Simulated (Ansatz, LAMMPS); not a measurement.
# Charge trapping in a frame of amorphous polyfuran (as short chains C26O6H18) from 500 K (150 atoms), part 3 of 4

Aim: add and remove one electron in a frame of amorphous polyfuran (as short chains C26O6H18) from 500 K (150 atoms), with atoms held and relaxed, and read trapping energy and localisation.

Ansatz 0.2.0; Kohn-Sham DFT, r2SCAN+D4, PAW (set soft_2), plane waves.

The cell: 78 C, 18 O and 54 H. The network of contacts between molecules at the start is that of the classical potential that made the cell. The Brillouin zone is sampled at Γ only, in a cell whose shortest periodic width is 12 Å.

So far. Step 3 (Relaxation): The relaxation was stopped at its limit after 31 steps, 10.6 eV below its start, with a largest force component of 0.065 eV/Å. Step 5 (An extra electron, atoms held): An extra electron, atoms held: the energy stands 2.99 eV above that of the reference, with a moment of 1.00 μB.

**6. An extra electron, atoms relaxed**

The atoms now respond to the charge; the energy gained comes from screening by the atoms, from trapping if the charge localises, and from any strain left in the reference.

Contents of input.yaml:

```yaml
crystal:
  lattice:
    - [12.1995, 0.0, 0.0]
    - [0.0, 12.1995, 0.0]
    - [0.0, 0.0, 12.1995]
  atoms:
    [... the 150 atom lines of step 4 ...]
total_charge: -1
kpoints:
  mp_grid: { grid: [1, 1, 1] }
hamiltonian:
  xc: r2scan
  dispersion: d4
scf:
  occupations: { method: fermi_dirac, width: 0.01 }
  lower_state_search: "off"
output:
  forces: true
magnetization:
  spin_polarized: true
  initial_magnetization: 1
relax:
  f_tol: 0.05
  max_steps: 90
```

Command:

```
> ansatz run input.yaml --threads 4 --pin off --max-ram 8192MiB --backend cpu --events-out ev --progress --plain --runs-dir out
```

Numbers of over 12 decimals in the logs are rounded to 6 here.

Log:

```text
[...]
Crystal: 150 atoms, lattice volume = 1815.625 Å³
Basis set: ecut = 500 eV, 46297 PW (Γ), exchange–correlation on 360×360×360 points (64 copies of the dense FFT grid, shifted against one another)
Bands: 388, of which v1, the nominal top of the filled ones, is band 238 counted from 1 (237 counted from 0)
Symmetry: 1 space group operations
[...]
k-points: 1
[...]
Starting moments: Σ|m| = 1 μB on 150 of 150 sites
[...]
SCF iter   1: F=-30530.898701 eV  HF=-30799.115316 eV  |F-HF|=2.68e2  |Δ(HF+E_count)|=         —  Δρ=6.07e-2 (↑6.03e-2 ↓6.07e-2)  dr2=3.58e2  dr2_τ=9.61e0  dr2_m=9.07e-2  M=1.000 μB ∫|m|=1.028 μB  β_m=1.00  ethr=3.10e-3  ⟨swp⟩=6.0  Hψ=3568  notcnv=0  defer=60
[...]
SCF iter  21: F=-30699.489152 eV  HF=-30699.489141 eV  |F-HF|=1.15e-5  |Δ(HF+E_count)|=   2.70e-5  Δρ=5.73e-6 (↑5.73e-6 ↓3.04e-6)  dr2=2.35e-6  dr2_τ=2.42e-8  dr2_m=1.26e-7  M=0.997 μB ∫|m|=1.468 μB  ethr=4.65e-9  ⟨swp⟩=2.0  Hψ=1751  notcnv=0
SCF 1 converged in 21 iterations: F = -30699.489152 eV  dr2 = 2.35e-6
[...]
relax step   1: F+E_penalty+E_count = -30699.48915228 eV  Δ(F+E_penalty+E_count) = +0.000e0 eV  max|allowed force component| = 4.892e-1 eV/Å  Δτ_max = 0.0000 Å  (21 SCF iters, dr2 threshold 6.25e-5 eV, accepted)
[...]
relax step   2: F+E_penalty+E_count = -30699.51336664 eV  Δ(F+E_penalty+E_count) = -2.421e-2 eV  max|allowed force component| = 2.809e-1 eV/Å  Δτ_max = 0.0390 Å  (11 SCF iters, dr2 threshold 1.50e-5 eV, accepted)
[...]
relax step   3: F+E_penalty+E_count = -30699.52600671 eV  Δ(F+E_penalty+E_count) = -1.264e-2 eV  max|allowed force component| = 5.684e-2 eV/Å  Δτ_max = 0.0560 Å  (11 SCF iters, dr2 threshold 4.93e-6 eV, accepted)
[...]
relax step   4: F+E_penalty+E_count = -30699.52821799 eV  Δ(F+E_penalty+E_count) = -2.211e-3 eV  max|allowed force component| = 4.288e-2 eV/Å  Δτ_max = 0.0269 Å  (15 SCF iters, accepted)
[...]
SCF iter   2: F=-30699.528218 eV  HF=-30699.528218 eV  |F-HF|=1.28e-9  |Δ(HF+E_count)|=  9.53e-10  Δρ=1.71e-7 (↑1.71e-7 ↓9.96e-8)  dr2=1.71e-9  dr2_τ=2.35e-11  dr2_m=1.41e-10  M=0.994 μB ∫|m|=1.493 μB  ethr=1.00e-12  ⟨swp⟩=1.0  Hψ=784  notcnv=0
SCF 5 converged in 2 iterations: F = -30699.528218 eV  dr2 = 1.71e-9
SCF converged after 2 iterations
Stability not checked: this state was not tested for a lower state beside it, because the mixer in use, unlike msr1, does not test its closes by its own steps (another_mixer; see scf.mixing.algorithm and scf.lower_state_search)
Magnetization: 0.9944 μB (237.9972 up, 237.0028 down)
Absolute magnetization: 1.4933 μB (∫|ρ↑−ρ↓|, with the PAW one-centre terms)
[...]
Per-site moments (μB) at R_I (Å): [(-0.00012225, 0.448734), (0.00167607, 0.562181), (-0.000228142, 0.444358), (0.000929794, 0.444451), (-0.000275078, [...]
Free energy (F): -30699.528218 eV
[...]
Internal energy: -30699.520041 eV  (E = F + TS)
E sigma→0 (E₀):  -30699.524130 eV
Entropy (-TS):   -0.008177 eV (-0.055 meV/atom)
Fermi energy:    3.020143 eV
[...]
--- Forces (eV/Å), atoms counted from 1 ---
  atom   1  C      0.00144112     0.00032319    -0.00300049
  atom   2  C     -0.01020933     0.00219394     0.00314092
  atom   3  C      0.00358013    -0.00312883    -0.00170597
  atom   4  C     -0.00588246     0.00675014     0.00193343
  atom   5  C      0.00616239    -0.00484462    -0.00989314
  atom   6  O      0.00180164    -0.00187301     0.00215883
  atom   7  C     -0.00851939     0.01330276     0.00921609
  atom   8  C      0.00758432    -0.00827772    -0.00479447
  atom   9  C     -0.01265449     0.00770360    -0.00379490
  atom  10  C      0.02358200    -0.01315717    -0.00359000
  atom  11  O     -0.00162089    -0.00081297     0.00297625
  atom  12  C     -0.02415997     0.01315727    -0.00510776
  atom  13  C      0.01322758    -0.00752309     0.00091367
  atom  14  C     -0.01468244     0.00513094    -0.00943644
[...]
atom 149  H     -0.00111263    -0.00238567    -0.00066010
  atom 150  H      0.00104714    -0.00175445    -0.00124706
  max |Σ_I F_I| component: 4.35e-5 eV/Å
--- Relaxed structure (4 steps of the walk, 4 accepted, 0 SCFs on fresh bases) ---
  F+E_penalty+E_count = -30699.52821799 eV   max|allowed force component| = 4.288e-2 eV/Å
  atoms:
    - { symbol: C, position: [0.371253, 0.141003, 0.196365] }
    - { symbol: C, position: [0.363337, 0.149122, 0.316624] }
    - { symbol: C, position: [0.420171, 0.101890, 0.400405] }
    - { symbol: C, position: [0.377386, 0.144731, 0.499653] }
[...]
- { symbol: H, position: [0.748346, 0.174459, 0.310080] }
```

It took 9 min on 4 threads of Intel Xeon Platinum 8375C at 2.90GHz (Ice Lake), shared host; peak memory 6.7 GiB; 36 min of CPU time.

The relaxation converged after 4 steps, 0.0391 eV below its start, with a largest force component of 0.043 eV/Å.

An extra electron, atoms relaxed: the energy stands 2.95 eV above that of the reference, with a moment of 0.99 μB.

**7. An extra electron, levels at the relaxed geometry**

A single point at the new geometry gives levels and spin density.

Contents of input.yaml:

```yaml
crystal:
  lattice:
    - [12.1995, 0.0, 0.0]
    - [0.0, 12.1995, 0.0]
    - [0.0, 0.0, 12.1995]
  atoms:
    - { symbol: C, position: [0.37125, 0.141, 0.19637] }
    - { symbol: C, position: [0.36334, 0.14912, 0.31662] }
    - { symbol: C, position: [0.42017, 0.10189, 0.4004] }
    - { symbol: C, position: [0.37739, 0.14473, 0.49965] }
    - { symbol: C, position: [0.29525, 0.21545, 0.47033] }
    - { symbol: O, position: [0.2861, 0.21895, 0.35867] }
    [... 138 atom lines left out ...]
    - { symbol: H, position: [0.80851, 0.33231, 0.77977] }
    - { symbol: H, position: [0.72142, 0.13643, 0.87944] }
    - { symbol: H, position: [0.67224, 0.01174, 0.05785] }
    - { symbol: H, position: [0.60737, 0.2003, 0.29458] }
    - { symbol: H, position: [0.65817, 0.06484, 0.28048] }
    - { symbol: H, position: [0.74835, 0.17446, 0.31008] }
total_charge: -1
kpoints:
  mp_grid: { grid: [1, 1, 1] }
hamiltonian:
  xc: r2scan
  dispersion: d4
scf:
  occupations: { method: fermi_dirac, width: 0.01 }
  lower_state_search: "off"
output:
  forces: true
  stress: true
  populations: intrinsic
  dos:
    method: { smearing: { sigma: 0.15 } }
    de: 0.1
    projected: { site_lists: { C: [C], H: [H], O: [O] } }
  eigenvalues: true
  write_density: true
  write_potential: true
  volumetric_format: npy
magnetization:
  spin_polarized: true
  initial_magnetization: 1
```

Log:

```text
[...]
Crystal: 150 atoms, lattice volume = 1815.625 Å³
Basis set: ecut = 500 eV, 46297 PW (Γ), exchange–correlation on 360×360×360 points (64 copies of the dense FFT grid, shifted against one another)
Bands: 388, of which v1, the nominal top of the filled ones, is band 238 counted from 1 (237 counted from 0)
Symmetry: 1 space group operations
[...]
k-points: 1
[...]
Starting moments: Σ|m| = 1 μB on 150 of 150 sites
[...]
SCF iter   1: F=-30530.395014 eV  HF=-30799.177534 eV  |F-HF|=2.69e2  |Δ(HF+E_count)|=         —  Δρ=6.08e-2 (↑6.03e-2 ↓6.08e-2)  dr2=3.58e2  dr2_τ=9.59e0  dr2_m=8.31e-2  M=1.000 μB ∫|m|=1.028 μB  β_m=1.00  ethr=3.10e-3  ⟨swp⟩=6.0  Hψ=3570  notcnv=0  defer=61
[...]
SCF iter  25: F=-30699.528217 eV  HF=-30699.528217 eV  |F-HF|=3.39e-8  |Δ(HF+E_count)|=   3.30e-7  Δρ=2.94e-7 (↑2.94e-7 ↓1.63e-7)  dr2=4.85e-9  dr2_τ=5.74e-11  dr2_m=2.34e-10  M=0.994 μB ∫|m|=1.493 μB  ethr=2.11e-11  ⟨swp⟩=6.0  Hψ=3922  notcnv=0
SCF 1 converged in 25 iterations: F = -30699.528217 eV  dr2 = 4.85e-9
[...]
SCF converged after 25 iterations
Magnetization: 0.9944 μB (237.9972 up, 237.0028 down)
Absolute magnetization: 1.4932 μB (∫|ρ↑−ρ↓|, with the PAW one-centre terms)
[...]
Per-site moments (μB) at R_I (Å): [(-0.000122218, 0.448717), (0.00167385, 0.562164), (-0.000227682, 0.444347), (0.000928569, 0.444475), (-0.000273352, [...]
Free energy (F): -30699.528217 eV
[...]
Internal energy: -30699.520042 eV  (E = F + TS)
E sigma→0 (E₀):  -30699.524130 eV
Entropy (-TS):   -0.008174 eV (-0.054 meV/atom)
Fermi energy:    3.020232 eV
[...]
--- Forces (eV/Å), atoms counted from 1 ---
  atom   1  C      0.00161359     0.00294925    -0.00649908
  atom   2  C     -0.01380938     0.00494918     0.00658483
  atom   3  C      0.00439144    -0.00323431    -0.00012220
  atom   4  C     -0.00837990     0.00820758     0.00394390
  atom   5  C      0.00975136    -0.00722383    -0.01166174
  atom   6  O      0.00307153    -0.00334926     0.00224399
  atom   7  C     -0.00988971     0.01459675     0.00541532
  atom   8  C      0.00921269    -0.00927537     0.00014073
  atom   9  C     -0.01337670     0.00796068    -0.00406679
  atom  10  C      0.01922156    -0.00884884    -0.00597579
  atom  11  O     -0.00061225    -0.00240925     0.00468995
  atom  12  C     -0.01931802     0.00974083    -0.00417183
  atom  13  C      0.01643849    -0.00826145     0.00348967
  atom  14  C     -0.01685555     0.00341283    -0.01399916
[...]
atom 149  H     -0.00149877    -0.00394995    -0.00031822
  atom 150  H      0.00015294    -0.00198824    -0.00165253
  max |Σ_I F_I| component: 5.74e-5 eV/Å
--- Stress (GPa, compression-positive) ---
       -0.543400      -0.009093       0.031409
       -0.009093      -0.400894       0.044761
        0.031409       0.044761      -0.312465
  P = ⅓ Tr σ = -0.4189 GPa (-4.189 kbar)
--- Band table (eV) ---
[...]
--- intrinsic populations: 150 sites ---
  site symbol       q [e]    m [muB]
     0      C      4.5348    -0.0005
     1      C      3.7956     0.0042
     2      C      4.2626    -0.0015
[...]
149      H      0.8106     0.0024
  spilling = 0.000000 (of n_electrons = 475.000000)
```

Elapsed: 4 min, on 4 threads; peak memory 6.8 GiB; 16 min of CPU time.

An extra electron, levels at the relaxed geometry: the energy stands 2.95 eV above that of the reference, with a moment of 0.99 μB.

The levels nearest the highest filled one (over half full), pooled over k-points and spins:

```tsv
level less the highest filled one (eV)	occupation
-1.73	1
-1.70	1
-1.65	1
0	0.87
0.0389	0.12
0.0676	0.008
0.0778	0.003
0.161	0
```

Spin density in the ab plane at fractional z = 0.000, with atoms of H and C and O within 0.2 Å of it.

Ten even steps from '0' (-0.008 e/Å³) to '9' (0.051 e/Å³), each cell a mean:
```
3111111111111001111111111111111347
1111111111111111122111111111111111
1111111111111221111111111111211122
1111111111111221111111111111222432
1111111111111111111111111111125422
1111111111111111111111111111111111
1111111111111111111111111111111111
1111111111111111111111111342321111
1111111111111111111111112335942111
1111111111111111111111111112532111
1111111111111111111111111111221111
1111111111111111111111112111111111
1111111111233111111111115653111111
1111111111244110011111112222111111
1111111111111111011111111112111111
1111123210001111111111111123211111
1111147411000111111111100012111111
1111122332111111111111000001111111
1111111121111111111111111101111111
1111111111111111111111221221111111
1111111111111111111111111221111111
1123211111111111111111111111111111
1233211111111111111111111111111121
1122111111111111111111111111111593
```
Columns run along a (12.2 Å), rows up along b (12.2 Å). Atoms in or near the plane, at fractional coordinates: H at (0.17, 0.63), H at (0.03, 0.63), H at (0.10, 0.50), C at (0.41, 0.91), C at (0.20, 0.28), C at (0.08, 0.15), O at (0.96, 0.99), C at (0.87, 0.82), C at (0.80, 0.65), O at (0.75, 0.46), C at (0.73, 0.27).

**8. Neutral at the geometry of the electron**

The neutral cell at the new geometry gives the energy of that geometry without the charge.

Contents of input.yaml:

```yaml
crystal:
  lattice:
    - [12.1995, 0.0, 0.0]
    - [0.0, 12.1995, 0.0]
    - [0.0, 0.0, 12.1995]
  atoms:
    [... the 150 atom lines of step 7 ...]
kpoints:
  mp_grid: { grid: [1, 1, 1] }
hamiltonian:
  xc: r2scan
  dispersion: d4
scf:
  occupations: { method: fixed }
output:
  forces: true
  stress: true
  populations: intrinsic
  dos:
    method: { smearing: { sigma: 0.15 } }
    de: 0.1
    projected: { site_lists: { C: [C], H: [H], O: [O] } }
  eigenvalues: true
```

Log:

```text
[...]
Crystal: 150 atoms, lattice volume = 1815.625 Å³
Basis set: ecut = 500 eV, 46297 PW (Γ), exchange–correlation on 360×360×360 points (64 copies of the dense FFT grid, shifted against one another)
Bands: 387, of which v1, the nominal top of the filled ones, is band 237 counted from 1 (236 counted from 0)
Symmetry: 1 space group operations
[...]
k-points: 1
[...]
SCF iter   1: F=—  HF=-30702.406119 eV  |F-HF|=—  |Δ(HF+E_count)|=         —  Δρ=8.83e-3  dr2=1.15e0  dr2_τ=1.86e1  ethr=1.77e-3  ⟨swp⟩=5.0  Hψ=1378  notcnv=0  defer=147
[...]
SCF iter  10: F=—  HF=-30702.442081 eV  |F-HF|=—  |Δ(HF+E_count)|=   3.06e-6  Δρ=2.47e-6  dr2=1.52e-7  dr2_τ=1.43e-8  ethr=1.56e-10  ⟨swp⟩=2.0  Hψ=483  notcnv=0  defer=141
SCF iter  11: F=-30702.442082 eV  HF=-30702.442081 eV  |F-HF|=6.90e-8  |Δ(HF+E_count)|=   5.52e-7  Δρ=1.39e-6  dr2=4.03e-8  dr2_τ=4.99e-9  ethr=2.11e-11  ⟨swp⟩=18.0  Hψ=2919  notcnv=0
SCF 1 converged in 11 iterations: F = -30702.442082 eV  dr2 = 4.03e-8
[...]
SCF converged after 11 iterations
Free energy (F): -30702.442082 eV
[...]
Internal energy: -30702.442082 eV  (E = F + TS)
E sigma→0 (E₀):  -30702.442082 eV
Fermi energy:    1.212818 eV
[...]
Σ components = -30702.442082   (vs F -30702.442082, Δ=0.00e0)
--- Forces (eV/Å), atoms counted from 1 ---
  atom   1  C     -0.00045898     0.00836549    -0.01060360
  atom   2  C     -0.05525517     0.02949535     0.01784535
  atom   3  C      0.00186590    -0.01780842     0.00668980
  atom   4  C     -0.01697122     0.01585739     0.00516027
[...]
atom 150  H     -0.01006673     0.00886016    -0.01686814
  max |Σ_I F_I| component: 1.84e-4 eV/Å
--- Stress (GPa, compression-positive) ---
       -0.633604      -0.051330       0.117956
       -0.051330      -0.381310       0.083197
        0.117956       0.083197      -0.477094
  P = ⅓ Tr σ = -0.4973 GPa (-4.973 kbar)
--- Band table (eV) ---
[...]
--- intrinsic populations: 150 sites ---
  site symbol       q [e]
     0      C      4.5322
     1      C      3.7936
     2      C      4.2622
[...]
149      H      0.8061
  spilling = 0.000000 (of n_electrons = 474.000000)
```

Wall time 48 s (4 threads); peak memory 4.7 GiB; 3.1 min of CPU time.

Neutral at the geometry of the electron: the energy stands 0.0408 eV above that of the reference.

(Part 3 of 4 ends here.)

[Logs are printed without paths, hosts, clocks, repeated set-up lines and the standing remarks that a program may print on its own settings, such as how far it seeks lower states.]

[Hosts, paths, dates, database ids (printed as entryN), source tags and the programs' standing remarks are cut or masked in the printed files.]
